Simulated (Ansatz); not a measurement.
Rows from a G0W0 calculation on MoS2 (P6_3/mmc) (Ansatz 0.2.0; G0W0 on PBE, plane waves, PAW; 12×12×2 mesh, 280 empty bands, screening to 110 eV, hard PAW files), in eV. Spin-orbit coupling is left out.

The database entry behind the starting cell differs from later determinations by our own check (about 0.3 % long), so it need not match the best structure at ambient conditions.

```csv
row,k,band,start,Σx,Σc at the solution,Vxc
A,Γ,v1,10.933,-19.697,0.555,-19.188
B,Γ,c1,13.029,-13.816,-4.239,-18.521
C,"(0.167, 0.167, 0.000)",c2,12.556,-14.566,-4.268,-19.302
D,"(0.167, 0.167, 0.000)",c1,11.818,-13.405,-3.786,-17.563
E,Γ,v2,9.786,-18.693,1.092,-17.592
F,"(0.167, 0.167, 0.000)",v1,9.475,-19.793,1.287,-18.549
```

Question: Give the quasiparticle energies and the shift of each level.

The quasiparticle equation reads E = start + Σx + Σc(E) − Vxc.

```
row  E (eV)  shift (eV)
  A  10.979      +0.046
  B  13.495      +0.466
  C  13.024      +0.468
  D  12.189      +0.372
  E   9.777      −0.009
  F   9.517      +0.042
```

The gap over the computed points goes from 0.88 eV to 1.21 eV.

Limits: not at the basis limit; no spin-orbit coupling.

[Paths, hosts, dates, memory and timing lines, banners, echoed tables and standing remarks are left out of the program output.]

[Logs are printed without paths, hosts, clocks, repeated set-up lines and the standing remarks that a program may print on its own settings, such as how far it seeks lower states.]

[Runs of the session that timed out or met a known fault of the program may be left out.]

[Cells called generated may have been cut or substituted from an entry of the Crystallography Open Database or the Materials Project.]

[Hosts, paths, dates, database ids (printed as entryN), source tags and the programs' standing remarks are cut or masked in the printed files.]
